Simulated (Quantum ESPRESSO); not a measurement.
## Grüneisen parameters and expansion of BP (F-43m)

Wanted: mode Grüneisen parameters of BP and a free-energy fit over volumes.

Experimental results on record:
- volume expansion coefficient 9.6 1e-6/K near room temperature (given in “Thermal expansion coefficients of high thermal conducting BAs and BP materials (three times its linear coefficient)”, 2019, arxiv:1906.04101)

Method: DFT LDA, scalar-relativistic, plane waves, GBRV ultrasoft pseudopotentials, in Quantum ESPRESSO 7.5.

**1. The structure**

It takes space group F-43m (No. 216, cubic). Conventional cell: a = 4.538 Å, b = 4.538 Å, c = 4.538 Å, α = 90.00°, β = 90.00°, γ = 90.00°. Nearest to B lie 4 P at 1.97 Å. Nearest to P lie 4 B at 1.97 Å. Farther neighbours are not listed.

Coordinates:

```cif
data_structure
_symmetry_space_group_name_H-M 'F-43m'
_symmetry_Int_Tables_number 216
_cell_length_a 4.5380
_cell_length_b 4.5380
_cell_length_c 4.5380
_cell_angle_alpha 90.000
_cell_angle_beta 90.000
_cell_angle_gamma 90.000
_cell_volume 93.45
loop_
_atom_site_label
_atom_site_type_symbol
_atom_site_symmetry_multiplicity
_atom_site_Wyckoff_symbol
_atom_site_fract_x
_atom_site_fract_y
_atom_site_fract_z
_atom_site_occupancy
B1 B 4 a 0.00000 0.00000 0.00000 1
P1 P 4 d 0.25000 0.25000 0.75000 1
```

**2. A first coarse run**

A cheap single point shows whether the cell is a metal or an insulator and how far it is from rest; that sets the k-mesh and the occupations of what follows.

File probe.in:

```
 &control
    calculation='scf',
    prefix='x',
    outdir='./tmp',
    pseudo_dir='./pseudo',
    tprnfor=.true.,
    tstress=.true.,
    verbosity='high',
 /
 &system
    ibrav=0,
    nat=2,
    ntyp=2,
    ecutwfc=30.0,
    ecutrho=180.0,
    occupations='smearing',
    smearing='gaussian',
    degauss=0.01,
 /
 &electrons
    conv_thr=1.0d-07,
    mixing_beta=0.7,
    electron_maxstep=100,
 /
ATOMIC_SPECIES
 B      10.8100  B.upf
 P      30.9738  P.upf
CELL_PARAMETERS angstrom
     0.000000000    2.269000000    2.269000000
     2.269000000    0.000000000    2.269000000
     2.269000000    2.269000000    0.000000000
ATOMIC_POSITIONS crystal
 B      0.000000000   0.000000000   0.000000000
 P      0.250000000   0.250000000   0.250000000
K_POINTS automatic
 6 6 6 0 0 0
```

Launch:

```
OMP_NUM_THREADS=1 mpirun -n 4 pw.x -nk 4 -in probe.in > probe.out
```

Log:

```text
Program PWSCF v.7.5

     This program is part of the open-source Quantum ESPRESSO suite
     for quantum simulation of materials; please cite
         "P. Giannozzi et al., J. Phys.:Condens. Matter 21 395502 (2009);
         "P. Giannozzi et al., J. Phys.:Condens. Matter 29 465901 (2017);
         "P. Giannozzi et al., J. Chem. Phys. 152 154105 (2020);
     in publications or presentations arising from this work. More details at

     Message from routine setup:
     using ibrav=0 with symmetry is DISCOURAGED, use correct ibrav instead

     G-vector sticks info
     --------------------
     sticks:   dense  smooth     PW     G-vecs:    dense   smooth      PW
     Sum         451     301    109                 6375     3479     725

     Using Slab Decomposition

     bravais-lattice index     =            0
     lattice parameter (alat)  =       6.0638  a.u.
     unit-cell volume          =     157.6631 (a.u.)^3
     number of atoms/cell      =            2
     number of atomic types    =            2
     number of electrons       =         8.00
     number of Kohn-Sham states=            8
     kinetic-energy cutoff     =      30.0000  Ry
     charge density cutoff     =     180.0000  Ry
     scf convergence threshold =      1.0E-07
     mixing beta               =       0.7000
     number of iterations used =            8  plain     mixing
     Exchange-correlation=  SLA  PZ   NOGX NOGC
                           (   1   1   0   0   0   0   0)

     celldm(1)=   6.063849  celldm(2)=   0.000000  celldm(3)=   0.000000
     celldm(4)=   0.000000  celldm(5)=   0.000000  celldm(6)=   0.000000

     crystal axes: (cart. coord. in units of alat)
               a(1) = (   0.000000   0.707107   0.707107 )
               a(2) = (   0.707107   0.000000   0.707107 )
               a(3) = (   0.707107   0.707107   0.000000 )

     reciprocal axes: (cart. coord. in units 2 pi/alat)
               b(1) = ( -0.707107  0.707107  0.707107 )
               b(2) = (  0.707107 -0.707107  0.707107 )
               b(3) = (  0.707107  0.707107 -0.707107 )

     PseudoPot. # 1 for B  read from file:
     ./pseudo/B.upf
     Pseudo is Ultrasoft + core correction, Zval =  3.0
     Using radial grid of  781 points,  4 beta functions with:
                l(1) =   0
                l(2) =   0
                l(3) =   1
                l(4) =   1
     Q(r) pseudized with  8 coefficients,  rinner =    1.100   1.100   1.100

     PseudoPot. # 2 for P  read from file:
     ./pseudo/P.upf
     Pseudo is Ultrasoft + core correction, Zval =  5.0
     Using radial grid of  903 points,  6 beta functions with:
                l(1) =   0
                l(2) =   0
                l(3) =   1
                l(4) =   1
                l(5) =   2
                l(6) =   2
     Q(r) pseudized with  8 coefficients,  rinner =    1.300   1.300   1.300
                                                       1.300   1.300

     atomic species   valence    mass     pseudopotential
     B                 3.00    10.81000     B ( 1.00)
     P                 5.00    30.97380     P ( 1.00)

     24 Sym. Ops. (no inversion) found

                                    s                        frac. trans.

      isym =  1     identity

 cryst.   s( 1) = (     1          0          0      )
                  (     0          1          0      )
                  (     0          0          1      )

 cart.    s( 1) = (  1.0000000 -0.0000000  0.0000000 )
                  ( -0.0000000  1.0000000  0.0000000 )
                  ( -0.0000000  0.0000000  1.0000000 )

      isym =  2     180 deg rotation - cart. axis [0,0,1]

 cryst.   s( 2) = (     0          1         -1      )
                  (     1          0         -1      )
                  (     0          0         -1      )

 cart.    s( 2) = ( -1.0000000  0.0000000  0.0000000 )
                  (  0.0000000 -1.0000000  0.0000000 )
                  (  0.0000000 -0.0000000  1.0000000 )

      isym =  3     180 deg rotation - cart. axis [0,1,0]

 cryst.   s( 3) = (     0         -1          1      )
                  (     0         -1          0      )
                  (     1         -1          0      )

 cart.    s( 3) = ( -1.0000000 -0.0000000 -0.0000000 )
                  (  0.0000000  1.0000000 -0.0000000 )
                  (  0.0000000  0.0000000 -1.0000000 )

      isym =  4     180 deg rotation - cart. axis [1,0,0]

 cryst.   s( 4) = (    -1          0          0      )
                  (    -1          0          1      )
                  (    -1          1          0      )

 cart.    s( 4) = (  1.0000000  0.0000000 -0.0000000 )
                  ( -0.0000000 -1.0000000 -0.0000000 )
                  ( -0.0000000 -0.0000000 -1.0000000 )

      isym =  5     120 deg rotation - cart. axis [-1,-1,-1]

 cryst.   s( 5) = (     0          0          1      )
[...]
cart.    s( 5) = (  0.0000000  1.0000000 -0.0000000 )
[...]
isym =  6     120 deg rotation - cart. axis [-1,1,1]

 cryst.   s( 6) = (     1         -1          0      )
[...]
cart.    s( 6) = ( -0.0000000 -1.0000000 -0.0000000 )
[...]
isym =  7     120 deg rotation - cart. axis [1,1,-1]

 cryst.   s( 7) = (    -1          1          0      )
[...]
cart.    s( 7) = ( -0.0000000  1.0000000  0.0000000 )
[...]
isym =  8     120 deg rotation - cart. axis [1,-1,1]

 cryst.   s( 8) = (     0          0         -1      )
[...]
cart.    s( 8) = (  0.0000000 -1.0000000  0.0000000 )
[...]
isym =  9     120 deg rotation - cart. axis [1,1,1]

 cryst.   s( 9) = (     0          1          0      )
[...]
cart.    s( 9) = ( -0.0000000  0.0000000  1.0000000 )
[...]
isym = 10     120 deg rotation - cart. axis [-1,1,-1]

 cryst.   s(10) = (    -1          0          1      )
[...]
cart.    s(10) = (  0.0000000 -0.0000000  1.0000000 )
[...]
isym = 11     120 deg rotation - cart. axis [1,-1,-1]

 cryst.   s(11) = (     1          0         -1      )
[...]
cart.    s(11) = (  0.0000000  0.0000000 -1.0000000 )
[...]
isym = 12     120 deg rotation - cart. axis [-1,-1,1]

 cryst.   s(12) = (     0         -1          0      )
[...]
cart.    s(12) = ( -0.0000000 -0.0000000 -1.0000000 )
[...]
isym = 13     inv. 180 deg rotation - cart. axis [1,1,0]

[...]
occupation numbers
     1.0000   1.0000   1.0000   1.0000   0.0000   0.0000   0.0000   0.0000

          k = 0.1179 0.1179-0.1179 (   438 PWs)   bands (ev):

    -5.8852   6.1991   8.3603   8.3603  12.9992  13.2920  13.2920  17.6250

     occupation numbers
     1.0000   1.0000   1.0000   1.0000   0.0000   0.0000   0.0000   0.0000

          k = 0.2357 0.2357-0.2357 (   425 PWs)   bands (ev):

    -4.4680   2.3128   7.5608   7.5608  12.8934  13.8339  13.8339  18.9537

     occupation numbers
     1.0000   1.0000   1.0000   1.0000   0.0000   0.0000   0.0000   0.0000

          k =-0.3536-0.3536 0.3536 (   434 PWs)   bands (ev):

    -3.0516   0.0043   7.2726   7.2726  12.7839  13.6856  13.6856  18.9428

     occupation numbers
     1.0000   1.0000   1.0000   1.0000   0.0000   0.0000   0.0000   0.0000

          k = 0.2357 0.0000-0.0000 (   447 PWs)   bands (ev):

    -5.7186   7.1179   7.2919   7.2919  11.4095  14.8312  14.8312  15.8419

     occupation numbers
     1.0000   1.0000   1.0000   1.0000   0.0000   0.0000   0.0000   0.0000

          k = 0.3536 0.1179-0.1179 (   442 PWs)   bands (ev):

    -4.5960   3.7342   6.4966   6.5103  11.9056  15.1441  15.5877  15.8971

     occupation numbers
     1.0000   1.0000   1.0000   1.0000   0.0000   0.0000   0.0000   0.0000

          k =-0.2357-0.4714 0.4714 (   440 PWs)   bands (ev):

    -2.9045   0.7101   5.4545   6.4500  12.2478  15.3238  15.4127  17.8473

     occupation numbers
     1.0000   1.0000   1.0000   1.0000   0.0000   0.0000   0.0000   0.0000

          k =-0.1179-0.3536 0.3536 (   438 PWs)   bands (ev):

    -3.4561   1.5538   5.0022   7.1351  12.9085  14.7780  15.2591  18.7512

     occupation numbers
     1.0000   1.0000   1.0000   1.0000   0.0000   0.0000   0.0000   0.0000

          k = 0.0000-0.2357 0.2357 (   441 PWs)   bands (ev):

[...]
occupation numbers
[...]
k = 0.4714 0.0000-0.0000 (   444 PWs)   bands (ev):

[...]
occupation numbers
[...]
k =-0.1179-0.5893 0.5893 (   435 PWs)   bands (ev):

[...]
occupation numbers
[...]
k =-0.0000-0.4714 0.4714 (   443 PWs)   bands (ev):

[...]
occupation numbers
[...]
k =-0.7071 0.0000 0.0000 (   444 PWs)   bands (ev):

    -1.5547   0.5303   4.9113   4.9113  10.3177  10.5590  20.9731  20.9731

     occupation numbers
     1.0000   1.0000   1.0000   1.0000   0.0000   0.0000   0.0000   0.0000

          k =-0.2357-0.4714 0.7071 (   431 PWs)   bands (ev):

    -3.2480   2.5541   4.0130   5.7565  12.9616  14.4469  15.4594  18.4311

     occupation numbers
     1.0000   1.0000   1.0000   1.0000   0.0000   0.0000   0.0000   0.0000

          k =-0.1179-0.3536 0.5893 (   434 PWs)   bands (ev):

    -1.9466   0.9630   3.5268   5.0377  13.4395  14.6748  17.5195  18.0925

     occupation numbers
     1.0000   1.0000   1.0000   1.0000   0.0000   0.0000   0.0000   0.0000

          k =-0.7071 0.2357 0.0000 (   438 PWs)   bands (ev):

    -1.3504   0.9050   3.7100   3.8238  12.7947  13.3646  18.0686  18.6803

     occupation numbers
     1.0000   1.0000   1.0000   1.0000   0.0000   0.0000   0.0000   0.0000

     the Fermi energy is     9.6451 ev

!    total energy              =     -22.00695605 Ry
     estimated scf accuracy    <       0.00000001 Ry
     smearing contrib. (-TS)   =      -0.00000000 Ry
     internal energy E=F+TS    =     -22.00695605 Ry

     The total energy is F=E-TS. E is the sum of the following terms:
     one-electron contribution =       6.69772027 Ry
     hartree contribution      =       1.26162090 Ry
     xc contribution           =      -8.98305765 Ry
     ewald contribution        =     -20.98323957 Ry

     convergence has been achieved in   6 iterations

     Forces acting on atoms (cartesian axes, Ry/au):

     atom    1 type  1   force =     0.00000000   -0.00000000   -0.00000000
     atom    2 type  2   force =    -0.00000000    0.00000000    0.00000000
     The non-local contrib.  to forces
     atom    1 type  1   force =     0.00000000    0.00000000    0.00000000
     atom    2 type  2   force =    -0.00000000    0.00000000   -0.00000000
     The ionic contribution  to forces
     atom    1 type  1   force =     0.00000000   -0.00000000   -0.00000000
     atom    2 type  2   force =    -0.00000000   -0.00000000   -0.00000000
     The local contribution  to forces
     atom    1 type  1   force =    -0.00000000   -0.00000000   -0.00000000
     atom    2 type  2   force =     0.00000000    0.00000000    0.00000000
     The core correction contribution to forces
     atom    1 type  1   force =     0.00000000   -0.00000000    0.00000000
     atom    2 type  2   force =     0.00000000    0.00000000   -0.00000000
     The Hubbard contrib.    to forces
     atom    1 type  1   force =     0.00000000    0.00000000    0.00000000
     atom    2 type  2   force =     0.00000000    0.00000000    0.00000000
     The SCF correction term to forces
     atom    1 type  1   force =     0.00000000   -0.00000000   -0.00000000
     atom    2 type  2   force =    -0.00000000    0.00000000   -0.00000000

     Total force =     0.000000     Total SCF correction =     0.000000

     Computing stress (Cartesian axis) and pressure

          total   stress  (Ry/bohr**3)                   (kbar)     P=      -55.55
  -0.00037762   0.00000000  -0.00000000          -55.55        0.00       -0.00
   0.00000000  -0.00037762  -0.00000000            0.00      -55.55       -0.00
  -0.00000000  -0.00000000  -0.00037762           -0.00       -0.00      -55.55

     kinetic stress (kbar)   5534.42      0.00      0.00
                                0.00   5534.42      0.00
                                0.00      0.00   5534.42

     local   stress (kbar)   -877.91      0.00      0.00
                                0.00   -877.91     -0.00
                                0.00     -0.00   -877.91

     nonloc. stress (kbar)   3387.94     -0.00     -0.00
                               -0.00   3387.94      0.00
                               -0.00      0.00   3387.94

     hartree stress (kbar)    392.38     -0.00     -0.00
                               -0.00    392.38      0.00
                               -0.00      0.00    392.38

     exc-cor stress (kbar)   1180.40      0.00      0.00
                                0.00   1180.40      0.00
                                0.00      0.00   1180.40

     corecor stress (kbar)  -3146.76      0.00      0.00
                                0.00  -3146.76     -0.00
                                0.00     -0.00  -3146.76

     ewald   stress (kbar)  -6526.03      0.00      0.00
                                0.00  -6526.03      0.00
                                0.00      0.00  -6526.03

     hubbard stress (kbar)      0.00      0.00      0.00
                                0.00      0.00      0.00
                                0.00      0.00      0.00

     DFT-D   stress (kbar)      0.00      0.00      0.00
[...]
XDM     stress (kbar)      0.00      0.00      0.00
[...]
dft-nl  stress (kbar)      0.00      0.00      0.00
                                0.00      0.00      0.00
                                0.00      0.00      0.00

     TS-vdW  stress (kbar)      0.00      0.00      0.00
                                0.00      0.00      0.00
                                0.00      0.00      0.00

     MDB     stress (kbar)      0.00      0.00      0.00
                                0.00      0.00      0.00
                                0.00      0.00      0.00

     3D-RISM stress (kbar)      0.00      0.00      0.00
                                0.00      0.00      0.00
                                0.00      0.00      0.00

     Writing all to output data dir ./tmp/x.save/ :
     XML data file, charge density, pseudopotentials, collected wavefunctions

   JOB DONE.
```

Wall time 2.9 s (4 MPI ranks of Intel Xeon Platinum 8175M at 2.50GHz (Skylake/Cascade Lake), shared host).

A gap read on the k-mesh alone can miss the band edges.

This step gave:

```yaml
volume_per_atom: 11.68 Å³
pressure: -5.555 GPa
gap_on_the_k_mesh: 1.293 eV
```

The start is under -5.6 GPa at this level and looks like an insulator or semiconductor on this mesh.

[end of part 1 of 8]

[Logs are printed without paths, hosts, clocks, repeated set-up lines and the standing remarks that a program may print on its own settings, such as how far it seeks lower states.]

[Hosts, paths, dates, database ids (printed as entryN), source tags and the programs' standing remarks are cut or masked in the printed files.]

[A step with changed settings may run another functional than the one named; its input shows which.]

[Of the runs on displaced cells, only some may be shown.]
